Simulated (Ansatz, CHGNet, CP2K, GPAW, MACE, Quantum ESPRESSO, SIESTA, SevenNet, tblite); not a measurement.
# Random wurtzite alloy of AlN and GaN (72 atoms) in Quantum ESPRESSO

Aim: run random wurtzite alloy of AlN and GaN (72 atoms) in Quantum ESPRESSO and see how near its forces come to a plane-wave reference, and at what cost.

Method: the method is named at each step, in Quantum ESPRESSO 7.5.

### 1. The structure

The cell holds 72 atoms: 22 Ga, 36 N and 14 Al. Its edges and angles: a = 9.477 Å, b = 9.477 Å, c = 10.212 Å, α = 90.0°, β = 90.0°, γ = 120.0°. It derives from AlN (wurtzite), repeated 3×3×2. Wurtzite AlN, 3 x 3 x 2 conventional cells, 22 of 36 Al sites given to Ga at random (x = 0.611), lattice by Vegard's rule (a = 3.159 Å, c = 5.106 Å); not relaxed, displaced by a Gaussian of 0.02 Å. Then every atom was moved at random, 0.02 Å r.m.s. a Cartesian component.

The yardstick, on the same geometry:

| Item | Value |
| --- | --- |
| method | Kohn-Sham DFT, PBE, PAW, plane waves (Ansatz 0.2.0); cutoff 420 eV, Γ point, fermi-dirac smearing of 0.05 eV; PAW set soft_2 |
| r.m.s. force component | 0.7435 eV/Å |
| longest force | 3.118 eV/Å |
| pressure | 6.056 GPa |
| gap (highest filled to lowest empty level) | 2.644 eV |
| SCF cycles | 8 |
| time | 11 s on 4 threads of Arm Neoverse V1, shared host |
| CPU time | 39 s |

### 2. PBE, sssp-1.3.0-efficiency, 60/480 Ry

Method: Kohn-Sham DFT, PBE, SSSP efficiency 1.3.0 pseudopotentials, plane waves.

The input, pw.in:

```
&control
  calculation = 'scf'
  pseudo_dir = './pseudo'
  outdir = './tmp'
  disk_io = 'none'
  tprnfor = .true.
  tstress = .true.
/
&system
  ibrav = 0
  nat = 72
  ntyp = 3
  ecutwfc = 60
  ecutrho = 480
  nosym = .true.
  occupations = 'smearing'
  smearing = 'fd'
  degauss = 0.003675
/
&electrons
  conv_thr = 3.6e-07
  electron_maxstep = 100
  mixing_beta = 0.4
  mixing_mode = 'plain'
  diagonalization = 'david'
/
ATOMIC_SPECIES
Ga 69.723 Ga.upf
N 14.007 N.upf
Al 26.982 Al.upf
CELL_PARAMETERS angstrom
9.47730 0.00000 0.00000
-4.73865 8.20758 0.00000
0.00000 0.00000 10.21220
ATOMIC_POSITIONS crystal
Ga 0.99826 0.99957 0.00071
N 0.11045 0.22660 0.06419
Al 0.10817 0.22301 0.24890
N 0.99520 0.00472 0.30887
Ga 0.00295 0.00303 0.50240
N 0.10895 0.22069 0.56122
Al 0.10664 0.21997 0.75198
N 0.00483 0.00466 0.81057
Ga 0.99889 0.33653 0.00226
N 0.10117 0.55337 0.06104
Ga 0.10949 0.55460 0.24910
N 0.99733 0.33317 0.31050
Ga 0.00321 0.33809 0.49566
N 0.11516 0.55752 0.56519
Al 0.10236 0.55139 0.75221
N 0.00050 0.33644 0.81001
Ga 0.99168 0.66161 0.99822
N 0.10913 0.88647 0.05980
Al 0.11002 0.88479 0.25427
N 0.99398 0.66454 0.31122
Ga 0.99462 0.66849 0.50107
N 0.11333 0.88847 0.55889
Ga 0.11404 0.88623 0.74883
N 0.00035 0.66984 0.80905
Al 0.33577 0.99978 0.99850
N 0.45077 0.22594 0.06217
Al 0.44200 0.22354 0.25178
N 0.33071 0.99990 0.31001
Ga 0.33217 0.99704 0.50265
N 0.44189 0.21346 0.56165
Al 0.44346 0.21955 0.75212
N 0.33547 0.00221 0.81201
Al 0.33861 0.33696 0.99820
N 0.44617 0.55994 0.06110
Al 0.44704 0.55189 0.24924
N 0.33597 0.33761 0.31347
Ga 0.33689 0.33383 0.50123
N 0.45220 0.56160 0.55848
Ga 0.45019 0.56112 0.75456
N 0.33892 0.33734 0.80577
Ga 0.33001 0.66951 0.99602
N 0.44553 0.89189 0.06501
Ga 0.44229 0.88700 0.24746
N 0.33211 0.66222 0.30970
Al 0.33288 0.66823 0.50205
N 0.44180 0.89369 0.56133
Ga 0.44654 0.88876 0.75160
N 0.34067 0.67209 0.80847
Ga 0.67627 0.00661 0.00266
N 0.78161 0.22234 0.05853
Ga 0.77901 0.22541 0.24820
N 0.66670 0.99643 0.31220
Ga 0.66509 0.00253 0.50290
N 0.77741 0.22754 0.56095
Ga 0.77805 0.22127 0.75388
N 0.67006 0.99924 0.81235
[... 12 atom lines left out ...]
Al 0.66656 0.66022 0.50418
N 0.77777 0.88775 0.55614
Ga 0.77466 0.88981 0.74833
N 0.65921 0.66572 0.81189
K_POINTS gamma
```

The run is started by

```sh
$ OMP_NUM_THREADS=1 mpirun -np 2 pw.x -in pw.in > output.txt
```

Log:

```text
Program PWSCF
     gamma-point specific algorithms are used
     Parallelization info
     sticks:   dense  smooth     PW     G-vecs:    dense   smooth      PW
     Min        5313    2657    666               476006   168267   21010
     Max        5314    2660    667               476011   168272   21013
     Sum       10627    5317   1333               952017   336539   42023
     bravais-lattice index     =            0
     lattice parameter (alat)  =      17.9095  a.u.
     unit-cell volume          =    5360.6279 (a.u.)^3
     number of atoms/cell      =           72
     number of atomic types    =            3
     number of electrons       =       508.00
     number of Kohn-Sham states=          305
     kinetic-energy cutoff     =      60.0000  Ry
     charge density cutoff     =     480.0000  Ry
     scf convergence threshold =      3.6E-07
     mixing beta               =       0.4000
     number of iterations used =            8  plain     mixing
     Exchange-correlation= SLA  PW   PBX  PBC
                           (   1   4   3   4   0   0   0)
     crystal axes: (cart. coord. in units of alat)
               a(1) = (   1.000000   0.000000   0.000000 )
               a(2) = (  -0.500000   0.866025   0.000000 )
               a(3) = (   0.000000   0.000000   1.077543 )
     reciprocal axes: (cart. coord. in units 2 pi/alat)
               b(1) = (  1.000000  0.577350 -0.000000 )
               b(2) = (  0.000000  1.154701  0.000000 )
               b(3) = (  0.000000 -0.000000  0.928037 )
     PseudoPot. # 1 for Ga:
     Pseudo is Projector augmented-wave + core cor, Zval = 13.0
     PseudoPot. # 2 for N :
     Pseudo is Ultrasoft + core correction, Zval =  5.0
     PseudoPot. # 3 for Al:
     Pseudo is Projector augmented-wave + core cor, Zval =  3.0
     atomic species   valence    mass     pseudopotential
     Ga               13.00    69.72300     Ga( 1.00)
     N                 5.00    14.00700     N ( 1.00)
     Al                3.00    26.98200     Al( 1.00)
     No symmetry found
   Cartesian axes
     number of k points=     1  Fermi-Dirac smearing, width (Ry)=  0.0037
                       cart. coord. in units 2pi/alat
        k(    1) = (   0.0000000   0.0000000   0.0000000), wk =   2.0000000
     Dense  grid:   476009 G-vectors     FFT dimensions: ( 125, 125, 135)
     Smooth grid:   168270 G-vectors     FFT dimensions: (  90,  90,  96)
     Initial potential from superposition of free atoms
     starting charge     507.9027, renormalised to     508.0000
     Starting wfcs are  398 randomized atomic wfcs
     Self-consistent Calculation
     iteration #  1     ecut=    60.00 Ry     beta= 0.40
     total energy              =   -7389.99265917 Ry
     estimated scf accuracy    <      21.93499989 Ry
     iteration #  2     ecut=    60.00 Ry     beta= 0.40
     total energy              =   -7395.58194009 Ry
     estimated scf accuracy    <       0.44859158 Ry
     iteration #  3     ecut=    60.00 Ry     beta= 0.40
     total energy              =   -7398.05044682 Ry
     estimated scf accuracy    <       1.35664029 Ry
     iteration #  4     ecut=    60.00 Ry     beta= 0.40
     total energy              =   -7397.91058895 Ry
     estimated scf accuracy    <       1.20490061 Ry
     iteration #  5     ecut=    60.00 Ry     beta= 0.40
     total energy              =   -7397.95946004 Ry
     estimated scf accuracy    <       0.07468425 Ry
     iteration #  6     ecut=    60.00 Ry     beta= 0.40
     total energy              =   -7397.99311253 Ry
     estimated scf accuracy    <       0.02349661 Ry
     iteration #  7     ecut=    60.00 Ry     beta= 0.40
     total energy              =   -7397.99667380 Ry
     estimated scf accuracy    <       0.00645704 Ry
     iteration #  8     ecut=    60.00 Ry     beta= 0.40
     total energy              =   -7397.99942480 Ry
     estimated scf accuracy    <       0.00043752 Ry
     iteration #  9     ecut=    60.00 Ry     beta= 0.40
     total energy              =   -7398.00047496 Ry
     estimated scf accuracy    <       0.00020943 Ry
     iteration # 10     ecut=    60.00 Ry     beta= 0.40
     total energy              =   -7398.00046533 Ry
     estimated scf accuracy    <       0.00008411 Ry
     iteration # 11     ecut=    60.00 Ry     beta= 0.40
     total energy              =   -7398.00051999 Ry
     estimated scf accuracy    <       0.00000634 Ry
     iteration # 12     ecut=    60.00 Ry     beta= 0.40
     total energy              =   -7398.00053509 Ry
     estimated scf accuracy    <       0.00000561 Ry
     iteration # 13     ecut=    60.00 Ry     beta= 0.40
     total energy              =   -7398.00053514 Ry
     estimated scf accuracy    <       0.00000107 Ry
     iteration # 14     ecut=    60.00 Ry     beta= 0.40
     total energy              =   -7398.00053619 Ry
     estimated scf accuracy    <       0.00000105 Ry
     iteration # 15     ecut=    60.00 Ry     beta= 0.40
     End of self-consistent calculation
          k = 0.0000 0.0000 0.0000 ( 21012 PWs)   bands (ev):
    -6.9905  -6.4948  -6.4341  -6.3520  -6.3227  -6.2477  -6.1979  -6.1470
    -6.1150  -6.0606  -6.0406  -5.9994  -5.9558  -5.9184  -5.8925  -5.8774
    -5.7782  -5.7275  -5.7128  -5.6853  -5.6778  -5.6301  -5.6271  -5.6034
    -5.5186  -5.4363  -5.3956  -5.3746  -5.3268  -5.3056  -5.2604  -5.2171
    -5.1799  -5.1229  -5.0134  -4.6329  -4.4549  -4.4470  -4.4434  -4.4374
    -4.4302  -4.4272  -4.4206  -4.4071  -4.4049  -4.4010  -4.3944  -4.3812
    -4.3702  -4.3636  -4.3558  -4.3547  -4.3475  -4.3436  -4.3344  -4.3330
    -4.3259  -4.3167  -4.3149  -4.3128  -4.3050  -4.2999  -4.2968  -4.2932
    -4.2888  -4.2808  -4.2773  -4.2718  -4.2670  -4.2574  -4.2524  -4.2509
    -4.2494  -4.2427  -4.2380  -4.2297  -4.2276  -4.2246  -4.2200  -4.2133
    -4.2075  -4.2015  -4.1997  -4.1912  -4.1846  -4.1823  -4.1698  -4.1643
    -4.1620  -4.1615  -4.1493  -4.1356  -4.1309  -4.1262  -4.1207  -4.1088
[...]
14.0055  14.0543  14.0710  14.1016  14.1107  14.1608  14.2016  14.2581
    14.3041  14.3233  14.3663  14.4105  14.4646  14.4914  14.8966  15.0502
    15.0729  15.0924  15.1691  15.2478  15.5149  15.6317  15.6694  15.7452
    15.7696  15.8206  15.8539  15.9325  15.9833  16.0947  16.1514  16.2028
    16.3072  16.3640  16.8227  16.8682  16.9419  17.0346  17.0563  17.0824
    17.1912
     the Fermi energy is    10.2154 ev
!    total energy              =   -7398.00053614 Ry
     estimated scf accuracy    <       0.00000023 Ry
     smearing contrib. (-TS)   =      -0.00000000 Ry
     internal energy E=F+TS    =   -7398.00053614 Ry
     The total energy is F=E-TS. E is the sum of the following terms:
     one-electron contribution =   -2650.07942696 Ry
     hartree contribution      =    1831.06963097 Ry
     xc contribution           =   -1083.28919165 Ry
     ewald contribution        =   -2544.74180615 Ry
     one-center paw contrib.   =   -2950.95974235 Ry
     convergence has been achieved in  15 iterations
     Forces acting on atoms (cartesian axes, Ry/au):
     atom    1 type  1   force =     0.04056724    0.02729031   -0.00134135
     atom    2 type  2   force =     0.05724318    0.01672993   -0.00916003
     atom    3 type  3   force =     0.01496996    0.00105113    0.02005694
     atom    4 type  2   force =     0.07778041   -0.00015433   -0.00513882
     atom    5 type  1   force =    -0.01508424   -0.01411668   -0.03362793
     atom    6 type  2   force =     0.00815302    0.03206362    0.04336811
     atom    7 type  3   force =     0.02651986    0.03353043   -0.01476811
     atom    8 type  2   force =    -0.01384909   -0.00502214   -0.01558434
     atom    9 type  1   force =     0.03317744   -0.01429908   -0.02251715
     atom   10 type  2   force =     0.03848660    0.02810182   -0.01047129
     atom   11 type  1   force =     0.00061899    0.01529207    0.01460065
     atom   12 type  2   force =     0.03867719   -0.00630947   -0.02554475
[...]
atom   68 type  2   force =     0.00262125   -0.05886020    0.03259292
     atom   69 type  3   force =    -0.01165288    0.05097363   -0.04395420
     atom   70 type  2   force =    -0.00443560   -0.03760929    0.02021783
     atom   71 type  1   force =     0.04835104   -0.00743020   -0.01333969
     atom   72 type  2   force =     0.12106918    0.02101766    0.00658517
     Total force =     0.433090     Total SCF correction =     0.000548
     Computing stress (Cartesian axis) and pressure
          total   stress  (Ry/bohr**3)                   (kbar)     P=       57.21
   0.00041993   0.00001496  -0.00000045           61.77        2.20       -0.07
   0.00001496   0.00043330  -0.00002312            2.20       63.74       -3.40
  -0.00000045  -0.00002312   0.00031342           -0.07       -3.40       46.11
     Message from routine punch:
     Nothing written, as per user request (disk_io='none')
```

It took 8 min on 2 MPI ranks of Arm Neoverse V1, shared host; peak memory 2.5 GiB.

Banners, paths, timers and routine set-up lines are dropped from the logs unmarked, and long logs keep their key lines alone; longer cuts are marked.

Numbers from this run, and their distance from the reference:

```yaml
r_m_s_force_component: 0.7577 eV/Å
r_m_s_difference_of_force_components: 15.4 meV/Å
longest_difference_of_force_vectors: 48.91 meV/Å
force_difference_over_r_m_s_force: 2.071 %
slope_of_forces_against_the_reference_s: 1.019
correlation_of_force_components: 1
spacing_of_highest_filled_and_lowest_empty_level: 2.662 eV
gap_difference: 0.0184 eV
pressure: 5.721 GPa
pressure_difference: -0.3356 GPa
```

Length of the force difference by element (eV/Å):

```csv
element,atoms,mean,most
Al,14,0.015,0.029
Ga,22,0.020,0.040
N,36,0.030,0.049
```

Levels nearest the highest filled one (eV from it): -0.79, -0.71, -0.70, -0.64, -0.63, -0.54, -0.51, -0.45, -0.41, -0.06, -0.01, 0.00, 2.66, 4.73, 4.74, 4.85, 4.91, 4.94, 4.98, 5.02, 5.03, 5.05, 5.09, 5.14.

Local excerpt of 9 atoms (numbers count through the whole input) about N72, which bears the longest force; x, y, z are measured from there.

```csv
atom,x,y,z,distance (Å),bonds,Fx,Fy,Fz (eV/Å)
N72,0.00,0.00,0.00,0.00,4,3.11,0.54,0.17
Ga39,-1.49,-0.86,-0.59,1.81,4,-1.19,-1.15,-1.40
Ga65,0.10,0.03,1.94,1.95,4,-0.91,0.45,-0.01
Ga71,0.03,1.84,-0.65,1.95,4,1.24,-0.19,-0.34
Al63,1.62,-0.91,-0.64,1.97,4,-0.05,0.13,0.53
N48,-3.05,0.05,-0.03,3.05,4,-2.06,-1.29,0.05
N40,-1.48,-2.70,-0.06,3.08,4,-0.63,-1.45,1.00
N34,-1.52,-0.87,2.54,3.09,4,-0.04,-1.10,0.26
N38,-1.47,-0.85,-2.59,3.10,4,-0.74,0.10,0.06
```

Forces lie 2.1 % from the reference's, at 24 times its CPU time (on 2 against 4 cores).

### 3. What came out

```json
{
  "force difference from the reference": "QE PBE, sssp-1.3.0-efficiency, 60/480 Ry, 2.1 %",
  "its CPU time": "16 min"
}
```

PBE on plane waves or a grid with other potentials, cutoffs or grids differs from the reference by 2.1 % (QE PBE, sssp-1.3.0-efficiency, 60/480 Ry) of the r.m.s. force; this holds the reference's own error, so differences of a few per cent don't tell which side is nearer the exact PBE result (QE's 60 Ry are 816 eV, against the reference's 420 eV). At the same functional, the gap of QE PBE, sssp-1.3.0-efficiency, 60/480 Ry lies 0.02 eV above the reference's 2.64 eV. These are spacings on the run's k-points, which needn't hold the band edges. The host structure and its lattice constant were typed by rule, without a check against the phase diagram. The reference's pressure of 6.1 GPa belongs to a cell and atoms that aren't relaxed at this level. The electronic-structure runs sample only Γ, in a cell whose shortest periodic width is 8 Å.

[Also dropped from logs without a mark: logging warnings of Python, and SIESTA's first energy breakdown and zero terms.]

[Logs are printed without paths, hosts, clocks, repeated set-up lines and the standing remarks that a program may print on its own settings, such as how far it seeks lower states.]

[Hosts, paths, dates, database ids (printed as entryN), source tags and the programs' standing remarks are cut or masked in the printed files.]
